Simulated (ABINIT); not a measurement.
# SrLiCl3 (Pm-3m): modes at Γ and the response to a field

Aim: the zone-centre modes of SrLiCl3 (Pm-3m).

Method: DFT LDA, scalar-relativistic, plane waves, PseudoDojo norm-conserving pseudopotentials, in ABINIT 10.8.3.

The structure was built from a prototype and need not be the compound's stable phase.

### 1. The structure

Symmetry: Pm-3m, No. 221, cubic system. Conventional cell: a = 5.860 Å, b = 5.860 Å, c = 5.860 Å, α = 90.00°, β = 90.00°, γ = 90.00°. Li has 12 Cl at 4.14 Å nearest. Nearest to Sr lie 6 Cl at 2.93 Å. Nearest to Cl lie 2 Sr at 2.93 Å. Farther neighbours and most contacts between anions are not listed.

Structure file:

```cif
data_structure
_symmetry_space_group_name_H-M 'Pm-3m'
_symmetry_Int_Tables_number 221
_cell_length_a 5.8604
_cell_length_b 5.8604
_cell_length_c 5.8604
_cell_angle_alpha 90.000
_cell_angle_beta 90.000
_cell_angle_gamma 90.000
_cell_volume 201.27
loop_
_atom_site_label
_atom_site_type_symbol
_atom_site_symmetry_multiplicity
_atom_site_Wyckoff_symbol
_atom_site_fract_x
_atom_site_fract_y
_atom_site_fract_z
_atom_site_occupancy
Li1 Li 1 a 0.00000 0.00000 0.00000 1
Sr1 Sr 1 b 0.50000 0.50000 0.50000 1
Cl1 Cl 3 c 0.50000 0.50000 0.00000 1
```

### 2. A probe with smearing

A first run with smearing and empty bands tells whether the crystal has a gap, which decides between fixed occupations and smearing later on.

Input file probe.abi:

```
# ground state
tolvrs 1.0d-08
prtden 1
prtwf 1

# basis, mesh and filling
ecut 33.0
ngkpt 4 4 4
nshiftk 1
shiftk 0.0 0.0 0.0
istwfk *1
occopt 7
tsmear 0.005
nband 25
nstep 100
diemac 9.0
prtebands 0
prtgsr 0
useylm 1

# cell and atoms
acell 11.07455098 11.07455098 11.07455098
rprim 
    1.0 0.0 0.0
    0.0 1.0 0.0
    0.0 0.0 1.0
ntypat 3
znucl 3 38 17
natom 5
typat 1 2 3 3 3
xred 
    0.0 0.0 0.0
    0.5 0.5 0.5
    0.5 0.5 0.0
    0.5 0.0 0.5
    0.0 0.5 0.5
pp_dirpath "./pseudo"
pseudos "Li.upf, Sr.upf, Cl.upf"
```

Command:

```sh
$ OMP_NUM_THREADS=1 mpirun -n 4 abinit probe.abi > probe.log
```

Numbers of over 12 decimals in the logs are rounded to 6 here.

probe.abo, the main output file:

```text
[banners, grids, parts of the stress and lines that vanish by symmetry left out]
- input  file    -> probe.abi
- output file    -> probe.abo
- root for input  files -> probei
[...]
Symmetries : space group Pm -3 m (#221); Bravais cP (primitive cubic)
[...]
mpw =       12400          nfft =      216000          nkpt =          10
[...]
== DATASET  1 ==================================================================
[...]
cutoff_energies: {ecut:  33.0, pawecutdg:  -1.0, }
[...]
ETOT  1  -90.825441281559    -9.083E+01 2.956E-02 3.939E+02
 ETOT  2  -90.890362706745    -6.492E-02 5.670E-03 8.430E+01
 ETOT  3  -90.901819303878    -1.146E-02 2.271E-03 2.323E+01
 ETOT  4  -90.902652913331    -8.336E-04 4.382E-04 2.297E+00
 ETOT  5  -90.902690955374    -3.804E-05 1.690E-04 4.706E-02
[...]
ETOT  9  -90.902692277130    -2.484E-11 1.036E-04 1.141E-07
 ETOT 10  -90.902692277141    -1.054E-11 1.412E-04 9.255E-10
 At SCF step   10       vres2   =  9.25E-10 < tolvrs=  1.00E-08 =>converged.
[...]
sigma(1 1)=  1.13706724E-04  sigma(3 2)=  0.00000000E+00
  sigma(2 2)=  1.13706724E-04  sigma(3 1)=  0.00000000E+00
  sigma(3 3)=  1.13706724E-04  sigma(2 1)=  0.00000000E+00
[...]
convergence: {deltae: -1.054E-11, res2:  9.255E-10, residm:  1.412E-04, diffor: null, }
etotal    :  -9.09026923E+01
[...]
sigma(1 1)=  1.13706724E-04  sigma(3 2)=  0.00000000E+00
  sigma(2 2)=  1.13706724E-04  sigma(3 1)=  0.00000000E+00
  sigma(3 3)=  1.13706724E-04  sigma(2 1)=  0.00000000E+00
[...]
- sigma(1 1)=  3.34536732E+00  sigma(3 2)=  0.00000000E+00
- sigma(2 2)=  3.34536732E+00  sigma(3 1)=  0.00000000E+00
- sigma(3 3)=  3.34536732E+00  sigma(2 1)=  0.00000000E+00
[...]
fcart     -0.0000000000E+00 -0.0000000000E+00 -0.0000000000E+00
           strten      1.1370672392E-04  1.1370672392E-04  1.1370672392E-04
================================================================================

[key lines of the parts left out:]
pressure_GPa:  -3.3454E+00
```

It took 31 s on 4 MPI ranks of Arm Neoverse V2, shared host.

Read from the output:

| Property | Result |
| --- | --- |
| volume per atom | 40.25 Å³ |
| pressure | -3.345 GPa |
| gap on the k-mesh | 3.331 eV |

A gap of 3.3 eV opens on this mesh, so the crystal is taken as an insulator; the printed pressure holds the stress of the finite basis too.

### 3. Rough relaxation

The typed start is rough, so a first relaxation with smearing and loose thresholds takes it towards rest cheaply.

Input file prerelax.abi:

```
# relaxation
ionmov 2
optcell 2
dilatmx 1.15
chkdilatmx 0
ntime 40
tolmxf 3.0d-04
tolvrs 1.0d-10
prtwf 0
prtden 0
chksymtnons 0

# basis, mesh and filling
ecut 33.0
ecutsm 3.0
ngkpt 4 4 4
nshiftk 1
shiftk 0.0 0.0 0.0
istwfk *1
occopt 7
tsmear 0.005
nband 25
nstep 100
diemac 9.0
prtebands 0
prtgsr 0
useylm 1

# cell and atoms
acell 11.07455098 11.07455098 11.07455098
rprim 
    1.0 0.0 0.0
    0.0 1.0 0.0
    0.0 0.0 1.0
ntypat 3
znucl 3 38 17
natom 5
typat 1 2 3 3 3
xred 
    0.0 0.0 0.0
    0.5 0.5 0.5
    0.5 0.5 0.0
    0.5 0.0 0.5
    0.0 0.5 0.5
pp_dirpath "./pseudo"
pseudos "Li.upf, Sr.upf, Cl.upf"
```

Command:

```sh
$ OMP_NUM_THREADS=1 mpirun -n 4 abinit prerelax.abi > prerelax.log
```

prerelax.abo, the main output file:

```text
[banners, grids, parts of the stress and lines that vanish by symmetry left out]
- input  file    -> prerelax.abi
- output file    -> prerelax.abo
- root for input  files -> prerelaxi
[...]
Symmetries : space group Pm -3 m (#221); Bravais cP (primitive cubic)
[...]
mpw =       18805          nfft =      373248          nkpt =          10
[...]
== DATASET  1 ==================================================================
[...]
cutoff_energies: {ecut:  33.0, pawecutdg:  -1.0, }
[...]
ETOT  1  -90.824641569125    -9.082E+01 3.055E-02 6.842E+02
 ETOT  2  -90.890153959666    -6.551E-02 2.229E-03 1.442E+02
 ETOT  3  -90.901671144322    -1.152E-02 6.012E-04 3.966E+01
 ETOT  4  -90.902494666343    -8.235E-04 4.476E-04 3.982E+00
 ETOT  5  -90.902533264758    -3.860E-05 2.299E-04 6.050E-02
[...]
At SCF step   11       vres2   =  5.84E-11 < tolvrs=  1.00E-10 =>converged.
[...]
ETOT 11  -90.919512940623    -1.521E-12 5.191E-06 1.146E-12
 At SCF step   11       vres2   =  1.15E-12 < tolvrs=  1.00E-10 =>converged.
[...]
sigma(1 1)=  2.43155993E-06  sigma(3 2)=  0.00000000E+00
  sigma(2 2)=  2.43155993E-06  sigma(3 1)=  0.00000000E+00
  sigma(3 3)=  2.43155993E-06  sigma(2 1)=  0.00000000E+00
[...]
convergence: {deltae: -1.521E-12, res2:  1.146E-12, residm:  5.191E-06, diffor: null, }
etotal    :  -9.09195129E+01
[...]
At Broyd/MD step   5, gradients are converged :
[...]
sigma(1 1)=  2.43155993E-06  sigma(3 2)=  0.00000000E+00
  sigma(2 2)=  2.43155993E-06  sigma(3 1)=  0.00000000E+00
  sigma(3 3)=  2.43155993E-06  sigma(2 1)=  0.00000000E+00
[...]
- sigma(1 1)=  7.15389631E-02  sigma(3 2)=  0.00000000E+00
- sigma(2 2)=  7.15389631E-02  sigma(3 1)=  0.00000000E+00
- sigma(3 3)=  7.15389631E-02  sigma(2 1)=  0.00000000E+00
[...]
fcart     -0.0000000000E+00 -0.0000000000E+00 -0.0000000000E+00
           strten      2.4315599322E-06  2.4315599322E-06  2.4315599322E-06
================================================================================

[key lines of the parts left out:]
pressure_GPa:  -7.1539E-02
Total energy (etotal) [Ha]= -9.09195129406232E+01
```

Run time: 4.4 min. Hardware: 4 MPI ranks.

Relaxation path:

```csv
step,energy less that of the first step (eV),largest force (eV/Å),volume (Å³)
1,0.0000,0.0000,201.27
2,-0.0414,0.0000,199.24
3,-0.3686,0.0000,151.50
4,-0.4543,0.0000,168.35
5,-0.4620,0.0000,164.73
```

```
conventional cell, symmetrised  before  after   change
                         a (Å)   5.860  5.482   -6.5 %
                         b (Å)   5.860  5.482   -6.5 %
                         c (Å)   5.860  5.482   -6.5 %
              volume (Å³/atom)   40.25  32.95  -18.2 %
```

Final coordinates:

```cif
data_structure
_symmetry_space_group_name_H-M 'P 1'
_symmetry_Int_Tables_number 1
_cell_length_a 5.4818
_cell_length_b 5.4818
_cell_length_c 5.4818
_cell_angle_alpha 90.000
_cell_angle_beta 90.000
_cell_angle_gamma 90.000
_cell_volume 164.73
loop_
_atom_site_label
_atom_site_type_symbol
_atom_site_fract_x
_atom_site_fract_y
_atom_site_fract_z
_atom_site_occupancy
Li1 Li 0.00000 0.00000 0.00000 1
Sr2 Sr 0.50000 0.50000 0.50000 1
Cl3 Cl 0.50000 0.50000 0.00000 1
Cl4 Cl 0.50000 0.00000 0.50000 1
Cl5 Cl 0.00000 0.50000 0.50000 1
```

This step gave:

- volume per atom: 32.95 Å³
- pressure: -0.07154 GPa
- gap on the k-mesh: 3.459 eV

The volume changes by -18.2 % in this run and stands -18.2 % from the first cell.

### 4. Rough relaxation

The cell changed much, so the rough relaxation is repeated on a basis made for the new cell.

prerelax.abi, as its differences from that of step 3:

```diff
@@ -29,3 +29,3 @@
 # cell and atoms
-acell 11.07455098 11.07455098 11.07455098
+acell 10.35908339 10.35908339 10.35908339
 rprim
```

prerelax.abo, the main output file:

```text
[banners, grids, parts of the stress and lines that vanish by symmetry left out]
- input  file    -> prerelax.abi
- output file    -> prerelax.abo
- root for input  files -> prerelaxi
[...]
Symmetries : space group Pm -3 m (#221); Bravais cP (primitive cubic)
[...]
mpw =       15419          nfft =      262144          nkpt =          10
[...]
== DATASET  1 ==================================================================
[...]
cutoff_energies: {ecut:  33.0, pawecutdg:  -1.0, }
[...]
ETOT  1  -90.854068001147    -9.085E+01 3.504E-02 5.339E+02
 ETOT  2  -90.910626107804    -5.656E-02 5.185E-03 1.092E+02
 ETOT  3  -90.918573325063    -7.947E-03 8.535E-04 3.204E+01
 ETOT  4  -90.919489584062    -9.163E-04 3.050E-03 1.716E+00
 ETOT  5  -90.919512413665    -2.283E-05 6.019E-04 2.550E-02
[...]
ETOT 10  -90.919512951449    -1.357E-11 1.316E-04 3.593E-10
 ETOT 11  -90.919512951460    -1.103E-11 2.505E-04 2.456E-11
 At SCF step   11       vres2   =  2.46E-11 < tolvrs=  1.00E-10 =>converged.
[...]
sigma(1 1)=  2.43171233E-06  sigma(3 2)=  0.00000000E+00
  sigma(2 2)=  2.43171233E-06  sigma(3 1)=  0.00000000E+00
  sigma(3 3)=  2.43171233E-06  sigma(2 1)=  0.00000000E+00
[...]
convergence: {deltae: -1.103E-11, res2:  2.456E-11, residm:  2.505E-04, diffor: null, }
etotal    :  -9.09195130E+01
[...]
At Broyd/MD step   1, gradients are converged :
[...]
sigma(1 1)=  2.43171233E-06  sigma(3 2)=  0.00000000E+00
  sigma(2 2)=  2.43171233E-06  sigma(3 1)=  0.00000000E+00
  sigma(3 3)=  2.43171233E-06  sigma(2 1)=  0.00000000E+00
[...]
- sigma(1 1)=  7.15434469E-02  sigma(3 2)=  0.00000000E+00
- sigma(2 2)=  7.15434469E-02  sigma(3 1)=  0.00000000E+00
- sigma(3 3)=  7.15434469E-02  sigma(2 1)=  0.00000000E+00
[...]
fcart     -0.0000000000E+00 -0.0000000000E+00 -0.0000000000E+00
           strten      2.4317123341E-06  2.4317123341E-06  2.4317123341E-06
================================================================================

[key lines of the parts left out:]
pressure_GPa:  -7.1543E-02
Total energy (etotal) [Ha]= -9.09195129514603E+01
```

Wall time 36 s (4 MPI ranks).

Little changed from the start: no atom moved by 0.005 Å and no cell edge by 0.1 %.

The volume changes by +0.0 % in this run and stands -18.2 % from the first cell.

### 5. Relaxation

The harmonic expansion needs vanishing forces, and a free crystal bears no stress, so cell and atoms are brought to rest. Stress is more sensitive to the basis than forces are: the last 3 Ha under the cutoff are smoothed with ecutsm, and the cutoff is raised above that of the later runs.

relax.abi, as its differences from prerelax.abi of step 4:

```diff
@@ -3,7 +3,6 @@
 optcell 2
-dilatmx 1.15
-chkdilatmx 0
+dilatmx 1.08
 ntime 40
-tolmxf 3.0d-04
-tolvrs 1.0d-10
+tolmxf 1.0d-05
+tolvrs 1.0d-14
 prtwf 0
@@ -13,3 +12,3 @@
 # basis, mesh and filling
-ecut 33.0
+ecut 41.0
 ecutsm 3.0
@@ -19,5 +18,4 @@
 istwfk *1
-occopt 7
-tsmear 0.005
-nband 25
+occopt 1
+nband 17
 nstep 100
```

Command:

```sh
$ OMP_NUM_THREADS=1 mpirun -n 4 abinit relax.abi > relax.log
```

relax.abo, the main output file:

```text
[banners, grids, parts of the stress and lines that vanish by symmetry left out]
- input  file    -> relax.abi
- output file    -> relax.abo
- root for input  files -> relaxi
[...]
Symmetries : space group Pm -3 m (#221); Bravais cP (primitive cubic)
[...]
mpw =       17620          nfft =      373248          nkpt =          10
[...]
== DATASET  1 ==================================================================
[...]
cutoff_energies: {ecut:  41.0, pawecutdg:  -1.0, }
[...]
ETOT  1  -90.850080146967    -9.085E+01 3.765E-02 7.574E+02
 ETOT  2  -90.912299870586    -6.222E-02 2.806E-06 1.382E+02
 ETOT  3  -90.918807512919    -6.508E-03 1.132E-04 4.352E+01
 ETOT  4  -90.919760828523    -9.533E-04 2.301E-06 2.219E+00
 ETOT  5  -90.919781973156    -2.114E-05 8.533E-07 5.927E-02
[...]
At SCF step   14       vres2   =  5.49E-16 < tolvrs=  1.00E-14 =>converged.
[...]
sigma(1 1)=  2.44215448E-06  sigma(3 2)=  0.00000000E+00
  sigma(2 2)=  2.44215448E-06  sigma(3 1)=  0.00000000E+00
  sigma(3 3)=  2.44215448E-06  sigma(2 1)=  0.00000000E+00
[...]
convergence: {deltae: -6.509E-12, res2:  5.493E-16, residm:  9.276E-21, diffor: null, }
etotal    :  -9.09197836E+01
[...]
ETOT  1  -90.919783545478    -9.092E+01 5.522E-11 2.093E-02
[...]
At SCF step   11       vres2   =  1.53E-16 < tolvrs=  1.00E-14 =>converged.
[...]
sigma(1 1)=  2.25033659E-06  sigma(3 2)=  0.00000000E+00
  sigma(2 2)=  2.25033659E-06  sigma(3 1)=  0.00000000E+00
  sigma(3 3)=  2.25033659E-06  sigma(2 1)=  0.00000000E+00
[...]
convergence: {deltae:  1.390E-11, res2:  1.527E-16, residm:  2.290E-21, diffor: null, }
etotal    :  -9.09197842E+01
[...]
ETOT  1  -90.919703709720    -9.092E+01 7.652E-09 2.854E+00
[...]
ETOT 11  -90.919787370185    -4.903E-12 3.127E-19 1.992E-14
 ETOT 12  -90.919787370191    -5.812E-12 2.439E-21 8.004E-16
 At SCF step   12       vres2   =  8.00E-16 < tolvrs=  1.00E-14 =>converged.
[...]
sigma(1 1)= -9.27002608E-09  sigma(3 2)=  0.00000000E+00
  sigma(2 2)= -9.27002608E-09  sigma(3 1)=  0.00000000E+00
  sigma(3 3)= -9.27002608E-09  sigma(2 1)=  0.00000000E+00
[...]
convergence: {deltae: -5.812E-12, res2:  8.004E-16, residm:  2.439E-21, diffor: null, }
etotal    :  -9.09197874E+01
[...]
At Broyd/MD step   3, gradients are converged :
[...]
sigma(1 1)= -9.27002608E-09  sigma(3 2)=  0.00000000E+00
  sigma(2 2)= -9.27002608E-09  sigma(3 1)=  0.00000000E+00
  sigma(3 3)= -9.27002608E-09  sigma(2 1)=  0.00000000E+00
[...]
- sigma(1 1)= -2.72733583E-04  sigma(3 2)=  0.00000000E+00
- sigma(2 2)= -2.72733583E-04  sigma(3 1)=  0.00000000E+00
- sigma(3 3)= -2.72733583E-04  sigma(2 1)=  0.00000000E+00
[...]
fcart     -0.0000000000E+00 -0.0000000000E+00 -0.0000000000E+00
           strten     -9.2700260836E-09 -9.2700260825E-09 -9.2700260805E-09
================================================================================

[key lines of the parts left out:]
pressure_GPa:   2.7273E-04
Total energy (etotal) [Ha]= -9.09197873701907E+01
```

Run time: 1.9 min. Hardware: 4 MPI ranks; 7.5 min of CPU time.

Little changed from the start: no atom moved by 0.005 Å and no cell edge by 0.1 %.

Numbers from this step:

```yaml
volume_per_atom: 32.85 Å³
pressure: 2.73e-4 GPa
```

The volume changes by -0.3 % in this run and stands -18.4 % from the first cell.

### 6. Self-consistent run for the response

The response is built on these wavefunctions, so the potential is converged far more tightly than an energy would need. The mesh is shifted off Γ, since shifted meshes converge sums over the zone faster.

Input file gs.abi:

```
# ground state
tolvrs 1.0d-16
prtden 1
prtwf 1

# basis, mesh and filling
ecut 33.0
ngkpt 4 4 4
nshiftk 1
shiftk 0.5 0.5 0.5
istwfk *1
occopt 1
nband 17
nstep 100
diemac 9.0
prtebands 0
prtgsr 0
useylm 1

# cell and atoms
acell 10.34944551 10.34944551 10.34944551
rprim 
    1.0 0.0 0.0
    0.0 1.0 0.0
    0.0 0.0 1.0
ntypat 3
znucl 3 38 17
natom 5
typat 1 2 3 3 3
xred 
    0.0 0.0 0.0
    0.5 0.5 0.5
    0.5 0.5 0.0
    0.5 0.0 0.5
    0.0 0.5 0.5
pp_dirpath "./pseudo"
pseudos "Li.upf, Sr.upf, Cl.upf"
```

Command:

```sh
$ OMP_NUM_THREADS=1 mpirun -n 4 abinit gs.abi > gs.log
```

gs.abo, the main output file:

```text
[banners, grids, parts of the stress and lines that vanish by symmetry left out]
- input  file    -> gs.abi
- output file    -> gs.abo
- root for input  files -> gsi
[...]
Symmetries : space group Pm -3 m (#221); Bravais cP (primitive cubic)
[...]
mpw =       10051          nfft =      157464          nkpt =           4
[...]
== DATASET  1 ==================================================================
[...]
cutoff_energies: {ecut:  33.0, pawecutdg:  -1.0, }
[...]
ETOT  1  -90.807639338637    -9.081E+01 4.052E-02 2.572E+02
 ETOT  2  -90.917032249128    -1.094E-01 9.351E-06 4.856E+01
 ETOT  3  -90.918851988209    -1.820E-03 5.706E-05 1.564E+01
 ETOT  4  -90.919675223997    -8.232E-04 2.291E-06 6.979E-01
 ETOT  5  -90.919693669378    -1.845E-05 2.132E-06 3.240E-01
[...]
ETOT 14  -90.919734971425    -8.569E-12 2.525E-20 2.811E-16
 ETOT 15  -90.919734971414     1.174E-11 5.574E-23 1.579E-18
 At SCF step   15       vres2   =  1.58E-18 < tolvrs=  1.00E-16 =>converged.
[...]
sigma(1 1)=  1.65176825E-06  sigma(3 2)=  0.00000000E+00
  sigma(2 2)=  1.65176825E-06  sigma(3 1)=  0.00000000E+00
  sigma(3 3)=  1.65176825E-06  sigma(2 1)=  0.00000000E+00
[...]
convergence: {deltae:  1.174E-11, res2:  1.579E-18, residm:  5.574E-23, diffor: null, }
etotal    :  -9.09197350E+01
[...]
sigma(1 1)=  1.65176825E-06  sigma(3 2)=  0.00000000E+00
  sigma(2 2)=  1.65176825E-06  sigma(3 1)=  0.00000000E+00
  sigma(3 3)=  1.65176825E-06  sigma(2 1)=  0.00000000E+00
[...]
- sigma(1 1)=  4.85966998E-02  sigma(3 2)=  0.00000000E+00
- sigma(2 2)=  4.85966998E-02  sigma(3 1)=  0.00000000E+00
- sigma(3 3)=  4.85966998E-02  sigma(2 1)=  0.00000000E+00
[...]
fcart     -0.0000000000E+00 -0.0000000000E+00 -0.0000000000E+00
           strten      1.6517682535E-06  1.6517682535E-06  1.6517682535E-06
================================================================================

[key lines of the parts left out:]
pressure_GPa:  -4.8597E-02
```

It took 9.9 s on 4 MPI ranks; 40 s of CPU time.

Numbers from this step:

```
pressure : -0.04860 GPa
```

The cell stands at -0.049 GPa, close enough for phonons.

### 7. Empty bands

Empty bands on the ground state's density check that the gap assumed so far is there in this cell.

Input file gap.abi:

```
# empty bands on the ground state's density
iscf -2
getden_filepath "gso_DEN"
tolwfr 1.0d-12
nbdbuf 2
prtwf 0

# basis, mesh and filling
ecut 33.0
ngkpt 4 4 4
nshiftk 1
shiftk 0.0 0.0 0.0
istwfk *1
occopt 1
nband 21
nstep 100
diemac 9.0
prtebands 0
prtgsr 0
useylm 1

# cell and atoms
acell 10.34944551 10.34944551 10.34944551
rprim 
    1.0 0.0 0.0
    0.0 1.0 0.0
    0.0 0.0 1.0
ntypat 3
znucl 3 38 17
natom 5
typat 1 2 3 3 3
xred 
    0.0 0.0 0.0
    0.5 0.5 0.5
    0.5 0.5 0.0
    0.5 0.0 0.5
    0.0 0.5 0.5
pp_dirpath "./pseudo"
pseudos "Li.upf, Sr.upf, Cl.upf"
```

Command:

```sh
$ OMP_NUM_THREADS=1 mpirun -n 4 abinit gap.abi > gap.log
```

gap.abo, the main output file:

```text
[banners, grids, parts of the stress and lines that vanish by symmetry left out]
- input  file    -> gap.abi
- output file    -> gap.abo
- root for input  files -> gapi
[...]
Symmetries : space group Pm -3 m (#221); Bravais cP (primitive cubic)
[...]
mpw =       10068          nfft =      157464          nkpt =          10
[...]
== DATASET  1 ==================================================================
[...]
cutoff_energies: {ecut:  33.0, pawecutdg:  -1.0, }
[...]
-outvars: echo values of variables after computation
            acell      1.0349445510E+01  1.0349445510E+01  1.0349445510E+01 Bohr
================================================================================
```

Elapsed: 17 s, on 4 MPI ranks; 67 s of CPU time.

Read from the output:

* gap on the k-mesh: 3.460 eV

In this cell the gap on the mesh is 3.5 eV, indirect (smallest direct 3.7 eV), so fixed occupations hold.

[end of part 1 of 3]

[Host names and launcher messages were left out of these logs when they were recorded.]

[Logs are printed without paths, hosts, clocks, repeated set-up lines and the standing remarks that a program may print on its own settings, such as how far it seeks lower states.]

[Hosts, paths, dates, database ids (printed as entryN), source tags and the programs' standing remarks are cut or masked in the printed files.]
